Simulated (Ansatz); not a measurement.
# Decaying states in the gap of Ba2LaTaS6, part 2 of 2

Aim: relax a made-up compound, Ba2LaTaS6, and see how good a tunnel barrier it would be. It is built by putting S for O, Ta for Nb in the Ba2LaNbO6 structure of space group C2/m, with the volume rescaled by atomic radii. The parent structure comes from the Materials Project.

Ansatz 0.2.0; PBEsol DFT, plane waves, PAW files (the session's first sound run).

So far. Step 2 (Relaxing the new crystal): The largest force component on a free atom ends at 0.0016 eV/Å.

The structure was built from a prototype and need not be the compound's stable phase.

### Step 3. The bulk crystal and its band edges

The energy window and the wavevectors of the next steps follow from the band edges, so these are searched first, off the mesh as well.

Input file input.yaml:

```yaml
crystal:
  lattice:
    - [6.0985479829, -3.5404292316, -0.0207266728]
    - [6.0985479829, 3.5404292316, -0.0207266728]
    - [-4.1132393193, 0.0, 6.0740057347]
  atoms:
    - { symbol: Ba, position: [0.7571097339, 0.7571097339, 0.7703278233] }
    - { symbol: Ba, position: [0.2428902661, 0.2428902661, 0.2296721767] }
    - { symbol: La, position: [0.0, 0.0, 0.5] }
    - { symbol: Ta, position: [0.5, 0.5, 0.0] }
    - { symbol: S, position: [0.2705356036, 0.2705356036, 0.6812777891] }
    - { symbol: S, position: [0.7294643964, 0.7294643964, 0.3187222109] }
    - { symbol: S, position: [0.7915273705, 0.3133213633, 0.8229430154] }
    - { symbol: S, position: [0.6866786367, 0.2084726295, 0.1770569846] }
    - { symbol: S, position: [0.2084726295, 0.6866786367, 0.1770569846] }
    - { symbol: S, position: [0.3133213633, 0.7915273705, 0.8229430154] }
kpoints:
  mp_grid: { grid: [4, 4, 4] }
  band_path: { path: [VBM, CBM], npoints: 30 }
scf:
  occupations: { method: fixed }
hamiltonian:
  xc: pbesol
output:
  eigenvalues: true
  write_potential: true
  write_density: true
  volumetric_format: npy
  elf: true
```

Command:

```bash
> ansatz run input.yaml --threads 2 --pin off --max-ram 4096MiB --backend cpu --events-out ev --progress --plain --runs-dir out
```

Numbers of over 12 decimals in the logs are rounded to 6 here.

The log of the run:

```text
[...]
Crystal: 10 atoms, lattice volume = 261.690 Å³
Basis set: ecut = 420 eV, 5121 PW (Γ)
Bands: 50, of which v1, the nominal top of the filled ones, is band 40 counted from 1 (39 counted from 0)
Symmetry: 4 space group operations
[...]
k-points: 24 of 64
[...]
SCF iter   1: F=—  HF=-33019.874530 eV  |F-HF|=—  |Δ(HF+E_count)|=         —  Δρ=4.44e-3  dr2=8.57e-2  ethr=1.77e-3  ⟨swp⟩=5.6  Hψ=4543  notcnv=0  defer=179
[...]
SCF iter   7: F=-33019.855281 eV  HF=-33019.855281 eV  |F-HF|=3.35e-8  |Δ(HF+E_count)|=   1.46e-6  Δρ=3.36e-6  dr2=4.30e-8  ethr=1.25e-10  ⟨swp⟩=13.1  Hψ=6746  notcnv=0
SCF 1 converged in 7 iterations: F = -33019.855281 eV  dr2 = 4.30e-8
[...]
NSCF: frozen V_eff on 68 k-points
[...]
SCF converged after 7 iterations
Free energy (F): -33019.855281 eV
[...]
Internal energy: -33019.855281 eV  (E = F + TS)
E sigma→0 (E₀):  -33019.855281 eV
Fermi energy:    7.224226 eV
[...]
--- Band table (eV; the first three rows and the last of 24) ---
  k-point 0: bands = [... 36 lower, 6.8572, 6.9643, 7.0887, 7.1423, 8.3118, 8.4728, 8.6006, 10.2872, ... 6 higher]
  k-point 1: bands = [... 36 lower, 6.8540, 6.9273, 7.0509, 7.0646, 8.6229, 8.7368, 8.9317, 10.5636, ... 6 higher]
  k-point 2: bands = [... 36 lower, 6.7344, 6.9397, 7.0354, 7.1881, 8.9301, 9.0116, 9.1916, 10.6283, ... 6 higher]
  k-point 23: bands = [... 36 lower, 6.7454, 6.7897, 6.7936, 6.9856, 8.8581, 9.1411, 9.3076, 10.4481, ... 6 higher]
```

Wall time 61 s (2 threads of Arm Neoverse V1, shared host); peak memory 0.86 GiB.

Numbers from this step:

| Quantity | Value |
| --- | --- |
| free energy | -33019.8553 eV |
| Fermi energy | 7.224 eV |
| gap on the k-mesh | 1.020 eV |
| gap on path | 1.020 eV, by band count; negative where bands overlap |
| direct gap on path | 1.020 eV |
| edge places on path | 0, 0 1/A along the path |

Levels at VBM (eV): -4.29, -3.67, -3.58, -3.43, -2.64, -2.59, -2.43, -2.41, -2.14, -1.67, -1.38, -1.17, -1.13, -1.05, -0.82, -0.58, -0.33, 0.00, 1.02, 2.07, 2.37, 3.52, 3.58, 3.72, 3.75, 3.75, 3.77, 3.82.

Valence density in the ac plane of the cell as run, not the conventional one, at fractional y = 0.243, with atoms of Ba and S within 0.2 Å of it. It is the smooth field of the valence electrons, not physical close to the nuclei.

Values in e/Å³, 11 rows by 16 columns, each cell a mean:
```
0.2 0.1 0.0 0.0 0.0 0.1 0.1 0.1 0.2 0.2 0.2 0.2 0.3 0.5 0.5 0.4
0.2 0.1 0.0 0.1 0.2 0.3 0.4 0.3 0.2 0.1 0.2 0.5 0.9 1.0 1.0 0.6
0.1 0.1 0.2 0.5 0.9 1.0 0.9 0.4 0.2 0.1 0.3 0.8 1.1 1.1 0.8 0.3
0.1 0.2 0.6 1.0 0.6 0.9 0.8 0.3 0.1 0.1 0.3 0.5 0.6 0.5 0.3 0.1
0.1 0.3 0.7 1.0 0.9 0.6 0.2 0.1 0.0 0.1 0.1 0.1 0.1 0.1 0.1 0.1
0.1 0.2 0.3 0.3 0.3 0.2 0.1 0.1 0.0 0.0 0.0 0.1 0.1 0.1 0.1 0.1
0.0 0.1 0.1 0.3 0.6 0.6 0.4 0.2 0.1 0.1 0.1 0.2 0.2 0.2 0.1 0.1
0.0 0.1 0.6 1.1 1.1 1.3 0.9 0.3 0.1 0.2 0.5 0.8 0.8 0.5 0.2 0.1
0.1 0.6 1.2 0.7 0.7 1.2 0.6 0.2 0.3 0.8 0.9 0.8 1.0 0.5 0.1 0.1
0.2 0.7 1.2 1.2 1.0 0.4 0.1 0.2 0.5 1.0 1.0 0.9 0.5 0.2 0.1 0.1
0.2 0.3 0.3 0.3 0.1 0.1 0.1 0.1 0.4 0.6 0.6 0.3 0.2 0.1 0.1 0.1
```
Columns run along a (7.1 Å), rows up along c (7.3 Å). Atoms in or near the plane, at fractional coordinates: Ba at (0.24, 0.23), S at (0.27, 0.68).

Electrostatic potential energy in the ac plane of the cell as run, not the conventional one, at fractional y = 0.243, with atoms of Ba and S within 0.2 Å of it. With pseudopotentials it is smooth inside the atoms' cores, unlike the true potential.

Values in eV, 11 rows by 16 columns, each cell a mean:
```
  9  10  10  11  11  12  12  11   9   8   9  10   8   3   1   6
 10  11  12  12  10   8   7   9   9   9   9   4 -15 -26 -21   2
 10  11  10   2 -16 -23 -12   6  11  11   8  -8 -27 -25  -7   7
  8   8   0 -25 -24 -26  -8   9  12  12   9   3  -1   4   7   7
  7   8  -2 -19 -17  -3   9  11  12  12  11  10   9   7   5   5
 10  10   9   7   8   8   8   9  10  11  11  10   9   7   7   8
 11  10   8   2  -6  -9  -4   4   9  10  11  10   9   9  10  11
 10   5  -8 -24 -30 -29 -16   2   9   9   1 -10  -8   5  11  11
  6  -7 -27 -31 -31 -26  -6   7   7 -10 -26 -27 -22   4  11  10
  4 -10 -23 -25 -18  -3   7  10   3 -20 -26 -19   1  10  11   9
  7   3   0   2   6  10  11  11   7   2   2   7  11  11  11  10
```
Columns run along a (7.1 Å; values clipped at the 3rd and 97th percentile), rows up along c (7.3 Å). Atoms in or near the plane, at fractional coordinates: Ba at (0.24, 0.23), S at (0.27, 0.68).

ELF in the ac plane of the cell as run, not the conventional one, at fractional y = 0.243, with atoms of Ba and S within 0.2 Å of it. It is the smooth field of the valence electrons, not physical close to the nuclei.

Ten even steps from '0' (0.02) to '9' (0.88), each cell a mean:
```
51000000113332246898
73000122221112589999
73002567652115898899
51037899974137985798
10279988984148987996
01599437972158999862
02796138951168998510
14897689730158863111
14899998400134310111
14899862000011000010
13665322100000001000
01112467630013444310
00037999950157888741
00599679941589999862
04983039823898799951
17960069517983289830
28974796238962598510
27999972159987885200
14788620268999852110
11232000146776422454
```
Columns run along a (7.1 Å), rows up along c (7.3 Å). Atoms in or near the plane, at fractional coordinates: Ba at (0.24, 0.23), S at (0.27, 0.68).

The searched edges give 1.02 eV, as on the mesh.

### Step 4. Decaying states in the gap

This step: PBEsol DFT, plane waves, PAW files; complex bands by layer matching along the plane's normal (Ansatz 0.2.0).

The same crystal is laid in a cell whose first two vectors span the (001) plane (indices of the standard conventional cell, whose axes can be ordered otherwise than in the bulk input). At fixed energy and wavevector in the plane the solver finds all kz, real and complex. A few wavevectors are listed, (0, 0) and (-0.5, -0.5) in units of the plane's reciprocal vectors; the slowest state needn't be among them.

Input file input.yaml:

```yaml
crystal:
  lattice:
    - [7.051762633, 0.0, 0.0]
    - [3.496725462, 6.123746181, 0.0]
    - [3.476673313, -2.07545758, 6.059991382]
  atoms:
    - { symbol: Ba, position: [0.9867819106, 0.7571097339, 0.7703278233] }
    - { symbol: Ba, position: [0.0132180894, 0.2428902661, 0.2296721767] }
    - { symbol: La, position: [0.5, 0.0, 0.5] }
    - { symbol: Ta, position: [0.5, 0.5, 0.0] }
    - { symbol: S, position: [0.5892578145, 0.2705356036, 0.6812777891] }
    - { symbol: S, position: [0.4107421855, 0.7294643964, 0.3187222109] }
    - { symbol: S, position: [0.9685843551, 0.3133213633, 0.8229430154] }
    - { symbol: S, position: [0.5096216521, 0.2084726295, 0.1770569846] }
    - { symbol: S, position: [0.0314156449, 0.6866786367, 0.1770569846] }
    - { symbol: S, position: [0.4903783479, 0.7915273705, 0.8229430154] }
kpoints:
  mp_grid: { grid: [6, 6, 6] }
scf:
  occupations: { method: fixed }
hamiltonian:
  xc: pbesol
output:
  eigenvalues: true
  transmission:
    leads: [[0, 0]]
    kpoints: [[0.0, 0.0], [-0.5, -0.5]]
    e_range: [-1.0, 2.02]
    de: 0.06
```

The log of the run:

```text
[...]
Crystal: 10 atoms, lattice volume = 261.690 Å³
Basis set: ecut = 420 eV, 5121 PW (Γ)
Bands: 50, of which v1, the nominal top of the filled ones, is band 40 counted from 1 (39 counted from 0)
Symmetry: 4 space group operations
[...]
k-points: 68 of 216
[...]
SCF iter   1: F=—  HF=-33019.879068 eV  |F-HF|=—  |Δ(HF+E_count)|=         —  Δρ=4.49e-3  dr2=8.77e-2  ethr=1.77e-3  ⟨swp⟩=5.8  Hψ=12759  notcnv=0  defer=502
[...]
SCF iter   7: F=-33019.859614 eV  HF=-33019.859614 eV  |F-HF|=3.08e-8  |Δ(HF+E_count)|=   1.45e-6  Δρ=3.39e-6  dr2=4.52e-8  ethr=1.25e-10  ⟨swp⟩=13.2  Hψ=19453  notcnv=0
SCF 1 converged in 7 iterations: F = -33019.859614 eV  dr2 = 4.52e-8
[...]
transmission: 9 of 18 steps passed
transmission: 18 of 18 steps passed
SCF converged after 7 iterations
Free energy (F): -33019.859614 eV
[...]
Internal energy: -33019.859614 eV  (E = F + TS)
E sigma→0 (E₀):  -33019.859614 eV
Fermi energy:    7.223201 eV
[...]
--- Band table (eV; the first three rows and the last of 68) ---
  k-point 0: bands = [... 36 lower, 6.8564, 6.9634, 7.0878, 7.1415, 8.3130, 8.4741, 8.6018, 10.2879, ... 6 higher]
  k-point 1: bands = [... 36 lower, 6.8629, 6.9573, 7.0125, 7.0476, 8.4698, 8.6120, 8.7774, 10.4317, ... 6 higher]
  k-point 2: bands = [... 36 lower, 6.7930, 6.9173, 7.0537, 7.1365, 8.7775, 8.8683, 9.0715, 10.6314, ... 6 higher]
  k-point 67: bands = [... 36 lower, 6.4046, 6.6387, 6.8906, 7.2232, 8.2457, 9.2959, 9.5992, 10.7464, ... 6 higher]
--- Transmission ---
  basis      : 379 plane waves across, 9 finite elements along
  points     : 2, as listed
  energies   : 51 from -1.000000 to 2.000000 eV about the Fermi level, 0.060000 eV apart; the leads are filled to 0.511271 eV, and channels, transmission and decay are at 0.500000 eV
  crystal 0  : S6Ba2Ta1La1, at the sites [0, 0], period 6.0600 Å: whole cells are its period
    offset         : up to 0.0000 Å between an atom of the period and one for which it stands
    channels       : 0.000000e0 a spin
    conductance    : none, the energies end too early or step too widely for 300 K: set another output.transmission.e_range or a lower de, or, where they end at an eighth of basis.ecutwfc, a higher one
    slowest decay  : 0.1977 /Å at (0.0000, 0.0000)
```

Wall time 3.7 min (2 threads); peak memory 1.5 GiB; 6.3 min of CPU time.

This step gave:

```yaml
free_energy: -33019.8596 eV
fermi_energy: 7.223 eV
gap_on_the_k_mesh: 1.023 eV
level_to_which_the_leads_are_filled: 0.5113 eV from the Fermi level
decay_constant_at_the_filling_level_zone_centre: 0.1977 Å⁻¹
decay_constant_at_the_filling_level_slowest_listed_point: 0.1977 Å⁻¹
```

K parallel (0, 0); values up to 1.5 1/Å, a degenerate pair printed once or twice; energies at which all values exceed this have no row. The Im kz of the slowest decaying states by energy, zero at the highest filled level on the SCF mesh:

```csv
energy (eV),decay 1 (Å⁻¹),decay 2 (Å⁻¹),decay 3 (Å⁻¹),decay 4 (Å⁻¹)
-1.00,0.125,0.313,0.355,0.433
-0.88,0.130,0.263,0.361,0.407
-0.70,0.0350,0.110,0.121,0.292
-0.52,0.120,0.190,0.377,0.407
-0.40,0.111,0.185,0.381,0.400
-0.28,0.0496,0.0558,0.0927,0.162
-0.10,0.0798,0.176,0.193,0.338
0.02,0.118,0.138,0.221,0.234
0.08,0.141,0.153,0.237,0.263
0.20,0.172,0.172,0.258,0.300
0.32,0.186,0.191,0.266,0.324
0.50,0.198,0.208,0.260,0.343
0.68,0.200,0.213,0.234,0.353
0.80,0.194,0.207,0.211,0.358
0.92,0.161,0.187,0.202,0.362
1.10,0.146,0.174,0.366,0.371
1.28,0.114,0.366,0.370,0.379
1.40,0.362,0.371,0.373,0.414
1.52,0.357,0.366,0.375,0.415
1.70,0.348,0.359,0.377,0.413
1.88,0.120,0.165,0.337,0.353
2.00,0.0863,0.173,0.207,0.329
```

K parallel (0, 0). The Re kz of states that move upwards by energy, zero at the highest filled level on the SCF mesh:

```csv
energy (eV),channel 1 (Å⁻¹),channel 2 (Å⁻¹),channel 3 (Å⁻¹),channel 4 (Å⁻¹)
-1.000,-0.266,-0.118,-,-
-0.820,-0.215,-0.0314,-,-
-0.580,-0.431,-0.137,0.0630,-
-0.400,-0.302,-0.0602,0.133,-
-0.220,-,-,-,-
0.020,-,-,-,-
0.200,-,-,-,-
0.380,-,-,-,-
0.620,-,-,-,-
0.800,-,-,-,-
0.980,-,-,-,-
1.220,0.156,-,-,-
1.400,0.0561,0.181,0.259,-
1.580,0.188,0.302,0.362,-
1.820,0.326,-,-,-
2.000,-,-,-,-
```

K parallel (-0.5, -0.5); values up to 1.5 1/Å, a degenerate pair printed once or twice; energies at which all values exceed this have no row. Im kz of the slowest decaying states against energy, zero at the highest filled level on the SCF mesh:

```csv
energy (eV),decay 1 (Å⁻¹),decay 2 (Å⁻¹),decay 3 (Å⁻¹),decay 4 (Å⁻¹)
-1.00,0.103,0.266,0.481,0.617
-0.88,0.101,0.236,0.490,0.609
-0.70,0.0686,0.104,0.133,0.165
-0.52,0.0464,0.0655,0.0959,0.123
-0.40,0.148,0.148,0.216,0.496
-0.28,0.0752,0.0946,0.129,0.152
-0.10,0.157,0.189,0.194,0.207
0.02,0.123,0.220,0.220,0.222
0.08,0.179,0.225,0.231,0.233
0.20,0.230,0.239,0.250,0.252
0.32,0.231,0.264,0.268,0.279
0.50,0.223,0.279,0.285,0.298
0.68,0.198,0.288,0.298,0.302
0.80,0.169,0.291,0.304,0.304
0.92,0.121,0.293,0.304,0.308
1.10,0.292,0.301,0.310,0.406
1.28,0.262,0.294,0.309,0.310
1.40,0.238,0.287,0.305,0.321
1.52,0.213,0.277,0.284,0.311
1.70,0.131,0.166,0.200,0.255
1.88,0.0747,0.180,0.215,0.331
2.00,0.156,0.158,0.323,0.329
```

K parallel (-0.5, -0.5). The Re kz of states that move upwards by energy, zero at the highest filled level on the SCF mesh:

```csv
energy (eV),channel 1 (Å⁻¹),channel 2 (Å⁻¹),channel 3 (Å⁻¹),channel 4 (Å⁻¹),channel 5 (Å⁻¹)
-1.00,-0.308,-0.111,0.0220,0.476,-
-0.88,-0.467,-0.247,-0.0437,0.0989,-
-0.70,-0.151,0.0349,-,-,-
-0.52,-0.0773,0.126,-,-,-
-0.40,-0.478,-0.00496,0.0550,0.237,0.242
-0.28,-,-,-,-,-
-0.10,0.432,-,-,-,-
0.02,-,-,-,-,-
0.08,-,-,-,-,-
0.20,-,-,-,-,-
0.32,-,-,-,-,-
0.50,-,-,-,-,-
0.68,-,-,-,-,-
0.80,-,-,-,-,-
0.92,-,-,-,-,-
1.10,-0.238,-,-,-,-
1.28,-0.127,-,-,-,-
1.40,-0.0628,-,-,-,-
1.52,0.00909,-,-,-,-
1.70,-,-,-,-,-
1.88,-,-,-,-,-
2.00,0.281,-,-,-,-
```

At the listed wavevectors the last open channel is at -0.04 eV and the next at +1.04 eV on the grid. At +0.50 eV, the grid energy nearest the filling level (the middle of the gap on the SCF mesh), the slowest state at the listed wavevectors decays with κ = 0.198 Å⁻¹, its amplitude falling by e over 5.1 Å. Through 1 nm of this crystal that state's transmission falls by exp(−2 × 0.198 Å⁻¹ × 10 Å) = 0.019.

### Step 5. What came out

- band gap: 1.02 eV
- least decay constant at mid-gap, normal to (001): 0.198 Å⁻¹

With PBEsol, the slowest decay at the wavevectors tried is κ = 0.198 Å⁻¹, normal to (001). Through such a film the transmission near mid-gap falls as exp(−2κd), a factor of ten every 5.8 Å. A free electron under a barrier of half the gap would need a mass of 0.29 mₑ to decay at this rate. The compound is made up by substitution; its stability against other phases and against distortions of the cell's symmetry was not tested. A semilocal functional narrows gaps, so real decay constants are likely larger.

[Logs are printed without paths, hosts, clocks, repeated set-up lines and the standing remarks that a program may print on its own settings, such as how far it seeks lower states.]

[Hosts, paths, dates, database ids (printed as entryN), source tags and the programs' standing remarks are cut or masked in the printed files.]
